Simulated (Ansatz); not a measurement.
# K on Ag(111): change of the work function, part 3 of 3

Aim: the work function of Ag(111) at several coverages of K (fcc site), and the dipole that each adsorbate carries.

Ansatz 0.2.0; plane-wave DFT, PBE, Ansatz PAW.

So far, work function, upper face (eV): step 2 (the clean slab) 4.47; step 3 (37 atoms, coverage 0.111 ML, cell 3x3) 1.87.

### 4. Adsorbate added, k-mesh 6×6×1, coverage 0.25 ML

System of this step: KAg16 (K/Ag(111)). The cell holds 17 atoms: 16 Ag and 1 K. Its edges and angles: a = 5.784 Å, b = 5.784 Å, c = 28.333 Å, α = 90.0°, β = 90.0°, γ = 60.0°. Vacuum lies along c.

Another coverage, to see how the dipoles act on each other as their distance changes.

File input.yaml:

```yaml
crystal:
  lattice:
    - [5.7841334702, 1.0e-10, 0.0]
    - [2.892066735, 5.0092065241, 0.0]
    - [0.0, 0.0, 28.3329768536]
  atoms:
    - { symbol: Ag, position: [0.0, 0.0, 0.3176510554] }
    - { symbol: Ag, position: [0.1666666667, 0.1666666667, 0.4009943135] }
    - { symbol: Ag, position: [0.3333333333, 0.3333333333, 0.4853017421] }
    - { symbol: Ag, position: [0.0, 0.0, 0.5704039269] }
    - { symbol: Ag, position: [0.0, 0.5, 0.3176510554] }
    - { symbol: Ag, position: [0.1666666667, 0.6666666667, 0.4009943135] }
    - { symbol: Ag, position: [0.3333333333, 0.8333333333, 0.4853017421] }
    - { symbol: Ag, position: [0.0, 0.5, 0.5704039269] }
    - { symbol: Ag, position: [0.5, 0.0, 0.3176510554] }
    - { symbol: Ag, position: [0.6666666667, 0.1666666667, 0.4009943135] }
    - { symbol: Ag, position: [0.8333333333, 0.3333333333, 0.4853017421] }
    - { symbol: Ag, position: [0.5, 0.0, 0.5704039269] }
    - { symbol: Ag, position: [0.5, 0.5, 0.3176510554] }
    - { symbol: Ag, position: [0.6666666667, 0.6666666667, 0.4009943135] }
    - { symbol: Ag, position: [0.8333333333, 0.8333333333, 0.4853017421] }
    - { symbol: Ag, position: [0.5, 0.5, 0.5704039269] }
    - { symbol: K, position: [0.1666666667, 0.1666666667, 0.6823489446] }
kpoints:
  mp_grid: { grid: [6, 6, 1] }
hamiltonian:
  xc: pbe
scf:
  occupations: { method: fermi_dirac, width: 0.1 }
  convergence: { dr2_threshold: 1.0e-08 }
efield:
  axis: 3
  dipole_correction: true
  ramp_position: 0.97
  ramp_width: 0.06
relax:
  f_tol: 0.02
  max_steps: 60
  constraints: [{ sites: [0, 1, 4, 5, 8, 9, 12, 13] }]
output:
  dos: { projected: true, e_range: [-8, 4] }
  write_potential: true
  write_density: true
  volumetric_format: npy
  elf: true
```

Started as:

```console
$ ansatz run input.yaml --threads 4 --pin off --max-ram 16384MiB --backend cpu --events-out ev --progress --plain --runs-dir out
```

The program printed:

```text
[...]
Crystal: 17 atoms, lattice volume = 820.917 Å³
Basis set: ecut = 420 eV, 16103 PW (Γ), exchange–correlation on 80×80×384 points (8 copies of the dense FFT grid, shifted against one another)
Bands: 188, of which v1, the nominal top of the filled ones, is band 157 counted from 1 (156 counted from 0)
Symmetry: 6 space group operations
[...]
k-points: 7 of 36 (time reversal used)
[...]
SCF iter   1: F=—  HF=-122984.561676 eV  |F-HF|=—  |Δ(HF+E_count)|=         —  Δρ=1.68e-3  dr2=6.32e-1  ethr=1.77e-3  p=0.329 e·Å  D=7.26e-2 V/Å  ΔV_dip=-2.06 eV  dr2_dipole=1.57e-1  V_vac-E_F(+/−)=2.29/4.35 eV  ⟨swp⟩=6.3  Hψ=5184  notcnv=0  defer=76
[...]
SCF iter  11: F=-122984.539061 eV  HF=-122984.539061 eV  |F-HF|=2.47e-10  |Δ(HF+E_count)|=   1.92e-8  Δρ=4.57e-7  dr2=4.45e-9  ethr=3.19e-12  p=0.377 e·Å  D=8.32e-2 V/Å  ΔV_dip=-2.36 eV  dr2_dipole=1.09e-10  V_vac-E_F(+/−)=2.06/4.41 eV  ⟨swp⟩=15.3  Hψ=9082  notcnv=0
SCF 1 converged in 11 iterations: F = -122984.539061 eV  dr2 = 4.45e-9
[...]
relax step   1: F+E_penalty+E_count = -122984.53906113 eV  Δ(F+E_penalty+E_count) = +0.000e0 eV  max|allowed force component| = 3.126e-1 eV/Å  Δτ_max = 0.0000 Å  (11 SCF iters, accepted)
[...]
SCF iter   9: F=-122984.563153 eV  HF=-122984.563153 eV  |F-HF|=4.37e-10  |Δ(HF+E_count)|=   2.42e-9  Δρ=5.47e-7  dr2=3.02e-9  ethr=3.19e-12  p=0.384 e·Å  D=8.47e-2 V/Å  ΔV_dip=-2.40 eV  dr2_dipole=2.29e-10  V_vac-E_F(+/−)=2.02/4.42 eV  ⟨swp⟩=8.0  Hψ=7652  notcnv=0
SCF 2 converged in 9 iterations: F = -122984.563153 eV  dr2 = 3.02e-9
relax step   2: F+E_penalty+E_count = -122984.56315317 eV  Δ(F+E_penalty+E_count) = -2.409e-2 eV  max|allowed force component| = 2.781e-1 eV/Å  Δτ_max = 0.0757 Å  (9 SCF iters, accepted)
SCF iter   1: F=—  HF=-122984.599681 eV  |F-HF|=—  |Δ(HF+E_count)|=         —  Δρ=8.64e-4  dr2=1.70e-2  ethr=8.16e-5  p=0.384 e·Å  D=8.47e-2 V/Å  ΔV_dip=-2.40 eV  dr2_dipole=1.71e-3  V_vac-E_F(+/−)=2.02/4.42 eV  ⟨swp⟩=6.0  Hψ=3091  notcnv=0  defer=102
[...]
SCF iter   9: F=-122984.597412 eV  HF=-122984.597412 eV  |F-HF|=3.61e-9  |Δ(HF+E_count)|=   2.85e-8  Δρ=5.86e-7  dr2=6.79e-9  ethr=3.19e-12  p=0.405 e·Å  D=8.92e-2 V/Å  ΔV_dip=-2.53 eV  dr2_dipole=4.14e-10  V_vac-E_F(+/−)=1.90/4.42 eV  ⟨swp⟩=13.9  Hψ=8559  notcnv=0
SCF 3 converged in 9 iterations: F = -122984.597412 eV  dr2 = 6.79e-9
[...]
relax step   3: F+E_penalty+E_count = -122984.59741176 eV  Δ(F+E_penalty+E_count) = -3.426e-2 eV  max|allowed force component| = 7.295e-2 eV/Å  Δτ_max = 0.1949 Å  (9 SCF iters, accepted)
[...]
relax step   4: F+E_penalty+E_count = -122984.59931364 eV  Δ(F+E_penalty+E_count) = -1.902e-3 eV  max|allowed force component| = 2.145e-2 eV/Å  Δτ_max = 0.0706 Å  (9 SCF iters, accepted)
SCF iter   1: F=—  HF=-122984.599514 eV  |F-HF|=—  |Δ(HF+E_count)|=         —  Δρ=2.79e-4  dr2=8.75e-4  ethr=2.80e-6  p=0.408 e·Å  D=9.00e-2 V/Å  ΔV_dip=-2.55 eV  dr2_dipole=4.41e-5  V_vac-E_F(+/−)=1.87/4.42 eV  ⟨swp⟩=3.0  Hψ=2495  notcnv=0  defer=107
[...]
SCF iter   8: F=-122984.599854 eV  HF=-122984.599854 eV  |F-HF|=2.84e-9  |Δ(HF+E_count)|=   2.20e-8  Δρ=7.76e-7  dr2=7.76e-9  ethr=3.19e-12  p=0.407 e·Å  D=8.98e-2 V/Å  ΔV_dip=-2.54 eV  dr2_dipole=1.74e-9  V_vac-E_F(+/−)=1.88/4.42 eV  ⟨swp⟩=11.0  Hψ=8995  notcnv=0
SCF 5 converged in 8 iterations: F = -122984.599854 eV  dr2 = 7.76e-9
relax step   5: F+E_penalty+E_count = -122984.59985405 eV  Δ(F+E_penalty+E_count) = -5.404e-4 eV  max|allowed force component| = 1.540e-3 eV/Å  Δτ_max = 0.0248 Å  (8 SCF iters, accepted)
[...]
SCF converged after 8 iterations
Free energy (F): -122984.599854 eV
[...]
Internal energy: -122984.383785 eV  (E = F + TS)
E sigma→0 (E₀):  -122984.491820 eV
Entropy (-TS):   -0.216069 eV (-12.710 meV/atom)
Fermi energy:    4.141776 eV
Dipole field:    D = 0.089793 V/Å  (p = 0.407363 e·Å, saw-weighted, corrected)
Work function:   Φ+ = 1.8775 eV   Φ− = 4.4217 eV
[...]
--- Forces (eV/Å), atoms counted from 1 ---
  atom   1  Ag     0.00048916     0.00028242    -0.13611416
  atom   2  Ag     0.00000000    -0.00000000     0.16635417
  atom   3  Ag     0.00054576     0.00031510     0.00000325
  atom   4  Ag    -0.00046545    -0.00026872     0.00037761
  atom   5  Ag     0.00000000    -0.00056483    -0.13611416
  atom   6  Ag     0.01978260    -0.01142149     0.12823873
  atom   7  Ag     0.00000000    -0.00063019     0.00000325
  atom   8  Ag    -0.00000000     0.00053745     0.00037761
  atom   9  Ag    -0.00048916     0.00028242    -0.13611416
  atom  10  Ag    -0.00000000     0.02284298     0.12823873
  atom  11  Ag    -0.00054576     0.00031510     0.00000325
  atom  12  Ag     0.00046545    -0.00026872     0.00037761
  atom  13  Ag     0.00000000    -0.00000000    -0.14150679
  atom  14  Ag    -0.01978260    -0.01142149     0.12823873
  atom  15  Ag    -0.00000000     0.00000000    -0.00098682
  atom  16  Ag    -0.00000000     0.00000000    -0.00154044
  atom  17  K     -0.00000000     0.00000000     0.00018733
  max |Σ_I F_I| component: 2.37e-5 eV/Å
--- Band table (eV; the first three rows and the last of 7) ---
  k-point 0: bands = [... 153 lower, 4.1973, 4.1995, 4.1995, 4.4571, 4.9232, 4.9471, 4.9471, 5.4155, ... 27 higher]
  k-point 1: bands = [... 153 lower, 3.4666, 4.0017, 4.0050, 4.0769, 4.6270, 4.6479, 4.7235, 4.8073, ... 27 higher]
  k-point 2: bands = [... 153 lower, 3.4969, 3.5681, 3.8280, 3.8307, 4.4887, 4.4998, 4.6850, 5.4918, ... 27 higher]
  k-point 6: bands = [... 153 lower, 1.5974, 3.0320, 3.0359, 3.0400, 4.9970, 5.0285, 5.0312, 5.9598, ... 27 higher]
--- Relaxed structure (5 steps of the walk, 5 accepted, 0 SCFs on fresh bases) ---
  F+E_penalty+E_count = -122984.59985405 eV   max|allowed force component| = 1.540e-3 eV/Å
  atoms:
    - { symbol: Ag, position: [-1.795949e-17, -1.795949e-17, 0.3176510554] }
    - { symbol: Ag, position: [0.166667, 0.166667, 0.400994] }
    - { symbol: Ag, position: [0.334016, 0.334016, 0.485641] }
    - { symbol: Ag, position: [-0.00111659, -0.00111659, 0.569971] }
    - { symbol: Ag, position: [0.0, 0.5, 0.3176510554] }
    - { symbol: Ag, position: [0.166667, 0.666667, 0.400994] }
    - { symbol: Ag, position: [0.334016, 0.831967, 0.485641] }
    - { symbol: Ag, position: [-0.00111659, 0.502233, 0.569971] }
    - { symbol: Ag, position: [0.5, -1.795949e-17, 0.3176510554] }
    - { symbol: Ag, position: [0.666667, 0.166667, 0.400994] }
    - { symbol: Ag, position: [0.831967, 0.334016, 0.485641] }
    - { symbol: Ag, position: [0.502233, -0.00111659, 0.569971] }
    - { symbol: Ag, position: [0.5, 0.500000, 0.3176510554] }
    - { symbol: Ag, position: [0.666667, 0.666667, 0.400994] }
    - { symbol: Ag, position: [0.833333, 0.833333, 0.484629] }
    - { symbol: Ag, position: [0.5, 0.500000, 0.574560] }
    - { symbol: K, position: [0.166667, 0.166667, 0.671823] }
```

It took 3.1 min on 4 threads of Arm Neoverse V1, shared host; peak memory 3.5 GiB.

Step by step:

```tsv
step	energy less that of the first step (eV)	largest force component (eV/Å)
1	0.0000	0.3126
2	-0.0241	0.2781
3	-0.0584	0.0730
4	-0.0603	0.0215
5	-0.0608	0.0015
```

Forces are held to the 6 operations that the program found; a distortion that breaks them can't arise in this run.

The atoms that moved most (Å):

```tsv
atom	dx	dy	dz	length
K17	0.000	0.000	-0.298	0.298
Ag16	0.000	0.000	0.118	0.118
Ag15	0.000	0.000	-0.019	0.019
Ag8	0.000	0.011	-0.012	0.017
Ag4	-0.010	-0.006	-0.012	0.017
Ag12	0.010	-0.006	-0.012	0.017
Ag3	0.006	0.003	0.010	0.012
Ag11	-0.006	0.003	0.010	0.012
```

Final coordinates:

```xyz
17
Lattice="5.7841 0.0000 0.0000 2.8921 5.0092 0.0000 0.0000 0.0000 28.3330" Properties=species:S:1:pos:R:3
Ag    0.0000    0.0000    9.0000
Ag    1.4460    0.8349   11.3614
Ag    2.8980    1.6732   13.7597
Ag   -0.0097   -0.0056   16.1490
Ag    1.4460    2.5046    9.0000
Ag    2.8921    3.3395   11.3614
Ag    4.3381    4.1675   13.7597
Ag    1.4460    2.5158   16.1490
Ag    2.8921    0.0000    9.0000
Ag    4.3381    0.8349   11.3614
Ag    5.7782    1.6732   13.7597
Ag    2.9018   -0.0056   16.1490
Ag    4.3381    2.5046    9.0000
Ag    5.7841    3.3395   11.3614
Ag    7.2302    4.1743   13.7310
Ag    4.3381    2.5046   16.2790
K     1.4460    0.8349   19.0347
```

Numbers from this step:

```yaml
energy_at_zero_smearing: -122984.4918 eV
work_function_upper_face: 1.878 eV
work_function_lower_face: 4.422 eV
dipole_along_the_normal: 0.4074 e·Å
step_between_the_vacuum_levels: -2.544 eV
```

Running mean over 2.361 Å of the planar mean; the ramp of the sawtooth is left out. The electron's electrostatic potential energy less the Fermi level by z:

z (Å), electron's electrostatic potential energy less the Fermi level (eV) and a bar from the least value:
```
        4       4.42 ##############################
        5       4.41 ##############################
        6       4.35 ##############################
        7       3.44 ###########################
        8      -2.29 ###########
        9      -5.89 #
       10      -6.06 
       11      -6.08 
       12      -5.93 
       13      -5.88 #
       14      -5.96 
       15      -5.60 #
       16      -5.91 
       17      -3.92 ######
       18       0.14 ##################
       19      -0.38 ################
       20      -0.12 #################
       21       1.29 #####################
       22       1.70 ######################
       23       1.82 #######################
       24       1.86 #######################
       25       1.87 #######################
```

The density of states has structure finer than the step of the table below, so its rows give means over 0.25 eV. Peaks (eV: height): -5.290: 76.2, -5.080: 78.6, -4.720: 75.3, -4.600: 90.7, -3.430: 73.2, -3.100: 89.8, -2.980: 90.6.

The density of states by energy, zero at the Fermi level; means over each step:

```tsv
energy (eV)	density of states (states/eV a cell)
-7.50	0
-7.25	0.858
-7.00	1.13
-6.75	1.32
-6.50	2.08
-6.25	6.81
-6.00	31.9
-5.75	54.7
-5.50	41.1
-5.25	39.0
-5.00	42.1
-4.75	54.1
-4.50	70.2
-4.25	46.3
-4.00	52.2
-3.75	50.8
-3.50	58.7
-3.25	47.5
-3.00	57.6
-2.75	6.62
-2.50	4.25
-2.25	2.45
-2.00	4.98
-1.75	4.07
-1.50	2.86
-1.25	4.25
-1.00	5.52
-0.75	5.09
-0.50	4.03
-0.25	3.28
0.00	6.62
0.25	7.06
0.50	7.07
0.75	5.84
1.00	6.33
1.25	2.89
1.50	8.25
1.75	8.55
```

Projected DOS per atom over height of the atomic layer and energy from the Fermi level. Layers: Ag4 Ag4 Ag4 Ag4 K from below.

Values in states/eV, 22 rows by 5 columns, each cell a mean:
```
0.21 0.19 0.21 0.18 0.32
0.09 0.15 0.14 0.09 0.20
0.15 0.18 0.17 0.14 0.99
0.32 0.21 0.21 0.33 0.65
0.24 0.23 0.24 0.21 0.55
0.18 0.21 0.21 0.17 0.30
0.33 0.21 0.22 0.33 0.28
0.20 0.18 0.17 0.20 0.21
0.26 0.28 0.31 0.26 0.10
0.18 0.14 0.14 0.19 0.03
1.16 1.36 1.34 0.80 0.06
3.61 3.61 3.56 3.07 0.04
3.98 2.62 3.05 4.07 0.04
3.79 2.28 2.51 4.09 0.04
3.75 3.93 3.67 3.91 0.02
2.10 2.20 2.43 2.43 0.01
2.74 2.93 2.89 2.98 0.01
1.43 3.33 2.88 1.33 0.01
0.12 0.32 0.27 0.12 0.00
0.04 0.13 0.11 0.03 0.00
0.02 0.06 0.05 0.01 0.00
0.00 0.00 0.00 0.00 0.00
```
Columns: height of the atomic layer (Å) from 9 to 19.0 (not evenly spaced); rows upwards: energy from the Fermi level (eV) from -7.96 to 1.95.

ELF in the ca plane at fractional y = 0.167, with atoms of Ag and K within 0.2 Å of it. It is the smooth field of the valence electrons, not physical close to the nuclei.

Ten even steps from '0' (0.00) to '9' (0.87), each cell a mean:
```
21111111123432112343221002331000122211000000
21111211123432112343222100000000122211000000
21123432112222112222222110000011222110000000
21246753222221111122222211111122222110000000
21368974222221111222222211111222221110000000
21257863222211111222222211111222222110000000
21235542112221111222222210000112222110000000
21122221122332112333222100000001222110000000
21111111123432112343221001110000122211000000
21122221122332112332221025763100012211000000
21235542112221111222220279997300012221000000
21257863222211111222210599899610012221000000
21368974222211111222210598799610012221000000
21246753222211111222210399999510012221000000
21123432112222112222220158986200012221000000
```
Columns run along c (16.0 Å, from fractional 0.34 to 0.91 of the cell), rows up along a (5.8 Å). Atoms in or near the plane, at fractional coordinates: Ag at (0.40, 0.17), Ag at (0.40, 0.67), K at (0.67, 0.17).

Electrostatic potential energy in the ca plane at fractional y = 0.167, with atoms of Ag and K within 0.2 Å of it. With pseudopotentials it is smooth inside the atoms' cores, unlike the true potential.

Values in eV, 8 rows by 16 columns, each cell a mean:
```
  3   4   5   0 -10   3 -10   1   6   3   4   6   6   7   7   7
  3 -13  -8   3   0   5   0   5   7   6   6   6   7   7   7   7
  3 -28 -22   5   6   7   6   7   7   7   7   7   7   7   7   7
  3 -15  -9   4   1   6   1   5   7   7   6   6   7   7   7   7
  3   3   4   0 -10   3  -9   1   6   3   4   6   6   7   7   7
  3 -13  -8   4   0   6   1   4   1 -17  -2   5   6   7   7   7
  3 -28 -22   5   6   7   6   6  -5 -32 -12   5   6   7   7   7
  3 -15  -9   4   1   6   1   4   1 -19  -3   5   6   7   7   7
```
Columns run along c (16.0 Å, from fractional 0.34 to 0.91 of the cell; values clipped at the 3rd and 97th percentile), rows up along a (5.8 Å). Atoms in or near the plane, at fractional coordinates: Ag at (0.40, 0.17), Ag at (0.40, 0.67), K at (0.67, 0.17).

Valence density in the ca plane at fractional y = 0.167, with atoms of Ag and K within 0.2 Å of it. It is the smooth field of the valence electrons, not physical close to the nuclei.

Values in e/Å³, 8 rows by 16 columns, each cell a mean:
```
 0  0  0  0  1  0  1  0  0  0  0  0  0  0  0  0
 0  2  2  0  0  0  0  0  0  0  0  0  0  0  0  0
 0 10  6  0  0  0  0  0  0  0  0  0  0  0  0  0
 0  3  2  0  0  0  0  0  0  0  0  0  0  0  0  0
 0  0  0  0  1  0  1  0  0  0  0  0  0  0  0  0
 0  2  2  0  0  0  0  0  0  1  0  0  0  0  0  0
 0 10  6  0  0  0  0  0  1  4  1  0  0  0  0  0
 0  3  2  0  0  0  0  0  0  2  0  0  0  0  0  0
```
Columns run along c (16.0 Å, from fractional 0.34 to 0.91 of the cell), rows up along a (5.8 Å). Atoms in or near the plane, at fractional coordinates: Ag at (0.40, 0.17), Ag at (0.40, 0.67), K at (0.67, 0.17).

The relaxation took 5 steps and lowered the energy by 0.061 eV; the largest force on the free atoms ends at 0.0015 eV/Å.

By hand: a sheet of dipoles makes a step −p/(ε₀A) in the electron's potential. With e/ε₀ = 180.95 V·Å, p = 0.4074 e·Å and A = 28.97 Å², that is −180.95 × (0.4074) / 28.97 = -2.544 eV, and the two vacuum levels of the run differ by -2.544 eV.

The covered face has 1.88 eV, -2.59 eV against the clean one; the bare back face has moved by -0.03 eV, a measure of how thin the slab is.

### 5. Work function against coverage

This step: plane-wave DFT, PBE, Ansatz PAW; work function against coverage (Ansatz 0.2.0).

The runs are now put side by side.

Numbers from this step:

```
work function of the clean face     : 4.469 eV
largest change of the work function : -2.601 eV
```

The work function of the covered face by coverage:

```tsv
coverage (adsorbates/nm²)	work function of the covered face (eV)
0.00	4.47
1.53	1.87
3.45	1.88
```

The dipole per adsorbate comes from the change of the cell's dipole. Coverage, by row:

```tsv
coverage (1/nm²)	coverage (ML)	work function (eV)	change (eV)	dipole per adsorbate, positive end outwards (debye)	mean height of the added atoms over the highest substrate atom (Å)
1.534	0.1111	1.868	-2.601	4.347	2.772
3.451	0.25	1.878	-2.592	1.972	2.756
```

### 6. Outcome

* work function of the clean face: 4.47 eV
* work function at 0.11 ML: 1.87 eV
* work function at 0.25 ML: 1.88 eV
* dipole per adsorbate at 0.11 ML, positive end outwards: 4.35 D

K lowers the work function of Ag(111) at the lowest coverage, by 2.60 eV: the adsorbate layer has its positive end outwards. The slab has 4 layers, at the tabulated experimental lattice constant, one starting site was run, and quantum-size effects of a slab this thin can reach one or two tenths of an eV.

[Long decimals in the printed logs are rounded to 6 places.]

[Logs are printed without paths, hosts, clocks, repeated set-up lines and the standing remarks that a program may print on its own settings, such as how far it seeks lower states.]

[Hosts, paths, dates, database ids (printed as entryN), source tags and the programs' standing remarks are cut or masked in the printed files.]

[Maps of the electrostatic potential energy from Ansatz leave out the sawtooth potential of an applied field or a dipole correction, so their vacuum need not be flat; planar profiles and work functions include it.]
